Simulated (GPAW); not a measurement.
# La2O3 (P-3m1): the La L₃ absorption edge, part 4 of 4

Aim: the dependence of the La L₃ near-edge features of La2O3 (P-3m1) on volume.

GPAW 26.7.0; X-ray absorption from dipole matrix elements to empty bands, plane-wave PAW LDA.

So far. Step 8 (Spectrum with FCH, La atom 1): Against the first run the r.m.s. difference is 5 %. The highest intensity below 24 eV goes from 2.0 eV (2.80) to 2.2 eV (2.71). Step 10 (Spectrum with FCH, La atom 1): The scaled spectrum changes by 5 % r.m.s. The highest intensity below 24 eV goes from 2.0 eV (2.80) to 1.8 eV (2.89).

### Step 12. Spectrum with FCH, La atom 1

Shorter bonds are expected to push antibonding states and scattering resonances up, and longer ones down; the cell is scaled to test that.

Changed against the first core-hole run: volume scale from 1 to 1.06.

xas.py reads:

```python
import numpy as np
from ase import Atoms
from ase.parallel import parprint, paropen
from gpaw import GPAW, PW, FermiDirac, Mixer, MixerDif, setup_paths
from gpaw.test import gen
setup_paths.insert(0, '.')
gen('La', name='fch2p', xcname='LDA', corehole=(2, 1, 1), write_xml=True)
from gpaw.mpi import world
world.barrier()

atoms = Atoms('La6O9',
    cell=[[-6.01180729, 3.47091856, 0],
     [-6.01180729, -3.47091856, 0],
     [4.00787153, 0, 6.23182618]],
    scaled_positions=[[0.41541189, 0.74874523, 0.24623568],
     [0.74874523, 0.08207856, 0.24623568],
     [0.08207856, 0.41541189, 0.24623568],
     [0.25125477, 0.91792144, 0.75376432],
     [0.58458811, 0.25125477, 0.75376432],
     [0.91792144, 0.58458811, 0.75376432],
     [0, 0, 0],
     [0.33333333, 0.33333333, 0],
     [0.66666667, 0.66666667, 0],
     [0.54863022, 0.88196355, 0.64589065],
     [0.88196355, 0.21529688, 0.64589065],
     [0.21529688, 0.54863022, 0.64589065],
     [0.11803645, 0.78470312, 0.35410935],
     [0.45136978, 0.11803645, 0.35410935],
     [0.78470312, 0.45136978, 0.35410935]],
    pbc=True)
atoms.calc = calc = GPAW(legacy_gpaw=True, mode=PW(500, force_complex_dtype=True), xc='LDA', setups={0: 'fch2p'},
    kpts={'size': (3, 3, 3), 'gamma': True}, occupations=FermiDirac(0.02),
    charge=0, mixer=Mixer(0.1, 5, 50), maxiter=150,
    convergence={'density': 0.0001, 'eigenstates': 1e-6}, txt='scf.txt')
energy = atoms.get_potential_energy() + calc.get_reference_energy()
ef = calc.get_fermi_level()
out = dict(energy=energy, fermi=ef, forces=atoms.get_forces().tolist())
parprint(f'all-electron energy {energy:.4f} eV, Fermi level {ef:.4f} eV')
ev = np.array([[calc.get_eigenvalues(k, s) for k in range(len(calc.get_ibz_k_points()))] for s in range(calc.get_number_of_spins())])
out['homo'], out['lumo'], out['counts'] = ev[ev < ef].max(), ev[ev > ef].min(), sorted(set((ev < ef).sum((0, 2)).tolist()))
out['filled'] = (ev[:, 0] < ef).sum(1).tolist()

from ase.units import Ha
from gpaw.xas import dipole_matrix_elements
nb = int(calc.get_number_of_electrons() / 2) + 187
top, nb = nb, nb + 8 + nb // 12
nscf = calc.fixed_density(kpts={'size': (4, 4, 4), 'gamma': True}, nbands=nb,
    convergence={'bands': top, 'eigenstates': 5e-3}, maxiter=60, txt='nscf.txt')
cell = atoms.cell.array
ops = [cell.T @ U.T @ np.linalg.inv(cell.T) for U in nscf.wfs.kd.symmetry.op_scc]
filled = [60]  # bands filled in the ground state, by spin
E = np.arange(-6, 34, 0.1)
fwhm = np.interp(E, [4, 25], [3.41, 3.5])
Y, X, zero, highest = 0, 0, 1e9, 1e9
for spin in range(nscf.get_number_of_spins()):
    wfs = nscf.wfs
    mine = wfs.bd.get_slice()  # this rank's bands
    A = dipole_matrix_elements(wfs.setups[0])
    eps = np.zeros((wfs.kd.nibzkpts, nb))
    d = np.zeros((3, A.shape[1], wfs.kd.nibzkpts, nb), complex)
    for kpt in wfs.kpt_u:
        if kpt.s == spin and 0 in kpt.P_ani:
            eps[kpt.k, mine] = kpt.eps_n * Ha
            d[:, :, kpt.k, mine] = (kpt.weight * wfs.nspins / 2) ** 0.5 * np.inner(A, kpt.P_ani[0])
    world.sum(eps)
    world.sum(d)
    T = np.einsum('amkn,bmkn->abkn', d, d.conj()).real
    T = sum(np.einsum('ai,ijkn,bj->abkn', R, T, R) for R in ops) / len(ops)
    empty = np.ones_like(eps, bool) & (np.arange(nb) >= filled[spin])
    zero, highest = min(zero, eps[empty].min()), min(highest, eps[:, top - 1].min())
    lines = [(eps, T, empty)] if spin == 0 else lines + [(eps, T, empty)]
for eps, T, empty in lines:
    f = np.einsum('aakn->akn', T).reshape(3, -1)
    x = eps.ravel() - zero
    w = np.interp(x, E, fwhm) / 2.35482
    g = np.exp(-0.5 * ((E[:, None] - x) / w) ** 2) / (w * (2 * np.pi) ** 0.5)
    Y = Y + (f * empty.ravel()) @ g.T
    X = X + (f * ~empty.ravel()) @ g.T
out.update(E=E.round(2).tolist(), xas=Y.tolist(), xes=X.tolist(), zero=zero, valid=highest - zero, nk=len(eps), nb=nb)
for i in range(0, len(E), 10):
    parprint(f'{E[i]:7.2f}', *(f'{v:10.3e}' for v in Y[:, i]))
import json
with paropen('out.json', 'w') as f:
    json.dump(out, f)
```

Run with:

```bash
$ OMP_NUM_THREADS=1 mpirun -n 4 gpaw python xas.py
```

Numbers of over 12 decimals in the logs are rounded to 6 here.

What it wrote:

```text
Input parameters:
  convergence: {density: 0.0001,
                eigenstates: 1e-06}
  kpts: {gamma: True,
         size: (3, 3, 3)}
  maxiter: 150
  mixer: {backend: pulay,
          beta: 0.1,
          method: separate,
          nmaxold: 5,
          weight: 50}
  mode: {ecut: 500.0,
         force_complex_dtype: True,
         name: pw}
  occupations: {fixmagmom: False,
                name: fermi-dirac,
[...]
*d    :     0.567233
--------------------------------

Diagonalizing with gridspacing h=0.050

state   all-electron     PAW
-------------------------------
5s:      -1.901609    -1.902574
5p:      -1.249815    -1.250864
5d:      -0.432767    -0.433289
*f:                   -0.052522
-------------------------------
all-electron energy -1398318.3556 eV, Fermi level 7.9195 eV
[...]
32.00  1.925e-06  1.924e-06  1.840e-06
  33.00  1.891e-06  1.889e-06  1.808e-06
[key lines of the parts left out:]
Converged after 27 iterations.
Dipole moment: (-0.576901, -0.209263, -0.389065) |e|*Ang
Free energy:   -152.050449
Fermi level: 7.91950
```

It took 5 min on 4 MPI ranks of AMD EPYC 7B13 (Zen 3), shared host; peak memory 0.89 GiB; 20 min of CPU time.

| E (eV) | first run | this run |
| --- | --- | --- |
| -2.0 | 0.40 | 0.47 |
| -1.0 | 1.04 | 1.20 |
| 0.0 | 1.87 | 2.14 |
| 1.0 | 2.54 | 2.83 |
| 2.0 | 2.80 | 2.96 |
| 3.0 | 2.59 | 2.54 |
| 4.0 | 2.02 | 1.83 |
| 5.0 | 1.37 | 1.17 |
| 6.0 | 0.85 | 0.70 |
| 7.0 | 0.51 | 0.43 |
| 8.0 | 0.36 | 0.33 |
| 9.0 | 0.32 | 0.33 |
| 10.0 | 0.35 | 0.38 |
| 11.0 | 0.42 | 0.44 |
| 12.0 | 0.48 | 0.50 |
| 13.0 | 0.53 | 0.56 |
| 14.0 | 0.58 | 0.60 |
| 15.0 | 0.61 | 0.62 |
| 16.0 | 0.62 | 0.62 |
| 17.0 | 0.62 | 0.62 |
| 18.0 | 0.61 | 0.61 |
| 19.0 | 0.60 | 0.59 |
| 20.0 | 0.58 | 0.55 |
| 21.0 | 0.54 | 0.52 |
| 22.0 | 0.50 | 0.51 |
| 23.0 | 0.49 | 0.52 |
| 24.0 | 0.49 | 0.53 |
| 25.0 | 0.50 | 0.55 |
| 26.0 | 0.52 | 0.59 |
| 27.0 | 0.56 | 0.64 |
| 28.0 | 0.61 | 0.71 |
| 29.0 | 0.68 | 0.78 |
| 30.0 | 0.75 | 0.83 |

The scaled spectrum changes by 9 % r.m.s. The highest intensity below 24 eV goes from 2.0 eV (2.80) to 1.8 eV (2.98).

The photon energy of the zero moves by +0.25 eV.

### Step 13. The volumes side by side

| volume | nearest distance (Å) | shift of the zero (eV) | maximum 1 (eV above own zero) | maximum 2 (eV above own zero) |
| --- | --- | --- | --- | --- |
| 0.94 | 2.315 | -0.30 | 2.6 | 16.8 |
| 0.97 | 2.339 | -0.14 | 2.2 | 16.4 |
| 1 | 2.363 | +0.00 | 2.0 | 16.2 |
| 1.03 | 2.387 | +0.13 | 1.8 | 15.8 |
| 1.06 | 2.410 | +0.25 | 1.8 | 15.6 |

The curves, each shifted by its zero's change so that they share one photon-energy axis, counted from the zero at V × 1:

| E (eV) | V × 0.94 | V × 0.97 | V × 1 | V × 1.03 | V × 1.06 |
| --- | --- | --- | --- | --- | --- |
| -2.0 | 0.47 | 0.43 | 0.40 | 0.38 | 0.35 |
| -1.0 | 1.10 | 1.07 | 1.04 | 1.01 | 0.99 |
| 0.0 | 1.82 | 1.85 | 1.87 | 1.89 | 1.91 |
| 1.0 | 2.36 | 2.45 | 2.54 | 2.62 | 2.70 |
| 2.0 | 2.61 | 2.70 | 2.80 | 2.89 | 2.98 |
| 3.0 | 2.49 | 2.54 | 2.59 | 2.63 | 2.68 |
| 4.0 | 2.03 | 2.02 | 2.02 | 2.01 | 2.02 |
| 5.0 | 1.42 | 1.39 | 1.37 | 1.34 | 1.32 |
| 6.0 | 0.91 | 0.88 | 0.85 | 0.82 | 0.80 |
| 7.0 | 0.56 | 0.53 | 0.51 | 0.50 | 0.48 |
| 8.0 | 0.37 | 0.36 | 0.36 | 0.35 | 0.35 |
| 9.0 | 0.32 | 0.32 | 0.32 | 0.32 | 0.33 |
| 10.0 | 0.34 | 0.35 | 0.35 | 0.36 | 0.37 |
| 11.0 | 0.40 | 0.41 | 0.42 | 0.42 | 0.43 |
| 12.0 | 0.47 | 0.48 | 0.48 | 0.48 | 0.49 |
| 13.0 | 0.52 | 0.53 | 0.53 | 0.54 | 0.54 |
| 14.0 | 0.56 | 0.57 | 0.58 | 0.58 | 0.59 |
| 15.0 | 0.60 | 0.60 | 0.61 | 0.61 | 0.61 |
| 16.0 | 0.62 | 0.62 | 0.62 | 0.62 | 0.62 |
| 17.0 | 0.62 | 0.62 | 0.62 | 0.62 | 0.62 |
| 18.0 | 0.61 | 0.61 | 0.61 | 0.61 | 0.61 |
| 19.0 | 0.60 | 0.60 | 0.60 | 0.60 | 0.60 |
| 20.0 | 0.59 | 0.59 | 0.58 | 0.57 | 0.56 |
| 21.0 | 0.56 | 0.55 | 0.54 | 0.53 | 0.53 |
| 22.0 | 0.52 | 0.51 | 0.50 | 0.51 | 0.51 |
| 23.0 | 0.49 | 0.49 | 0.49 | 0.50 | 0.52 |
| 24.0 | 0.48 | 0.48 | 0.49 | 0.51 | 0.52 |
| 25.0 | 0.47 | 0.48 | 0.50 | 0.52 | 0.54 |
| 26.0 | 0.47 | 0.49 | 0.52 | 0.54 | 0.57 |
| 27.0 | 0.49 | 0.52 | 0.56 | 0.59 | 0.63 |
| 28.0 | 0.53 | 0.57 | 0.61 | 0.65 | 0.69 |
| 29.0 | 0.59 | 0.64 | 0.68 | 0.72 | 0.76 |

### Step 14. Results

* absorber and edge: La L₃, atom 1 of the ground-state input (counted from 1)
* surroundings: 3 O at 2.36 Å, 1 O at 2.44 Å and 3 O at 2.72 Å (7-fold, site symmetry 3m)
* highest intensity below 24 eV: 2.0 eV above the zero, height 2.80

From V × 0.94 to V × 1.06 the nearest distance grows by 0.095 Å and the zero moves by +0.55 eV. Above their own zero, the maxima move from 2.6 to 1.8 eV and from 16.8 to 15.6 eV. The one highest in energy moves most, in the direction that the rule ΔE·R² ≈ constant for scattering resonances gives. The La L₃ edge of atom 1, with 3 O at 2.36 Å, 1 O at 2.44 Å and 3 O at 2.72 Å (7-fold, site symmetry 3m), has its highest intensity of the first 24 eV at 2.0 eV above the zero, 2.8 times the mean level of the first 20 eV (Gaussian full width 3.41 eV up to 4 eV, rising linearly to 3.5 eV at 25 eV). At the La L₃ edge of atom 1 polarisation matters most near 3.8 eV, where the curves differ by 0.3 on this scale. Only the L₃ part is meant: spin–orbit coupling of the core level isn't computed and the L₂ copy isn't added. The script folds with a Gaussian, whereas the core hole's own line is a Lorentzian, so the onset is too steep and the first peak too high. The structure is a computed Materials Project entry and may be a hypothetical form.

[Banner, clock and machine lines of the logs are left out without a mark of their own.]

[Logs are printed without paths, hosts, clocks, repeated set-up lines and the standing remarks that a program may print on its own settings, such as how far it seeks lower states.]

[Hosts, paths, dates, database ids (printed as entryN), source tags and the programs' standing remarks are cut or masked in the printed files.]

[Lists of maxima count a maximum above −3 eV only where it reaches 4 % of the highest in the window and stands out from its surroundings by 2 % of it (1.5 % where it reaches 55 %); shoulders and weaker maxima are passed over, and of the rest the first, up to two pre-edge ones and the few strongest are named.]
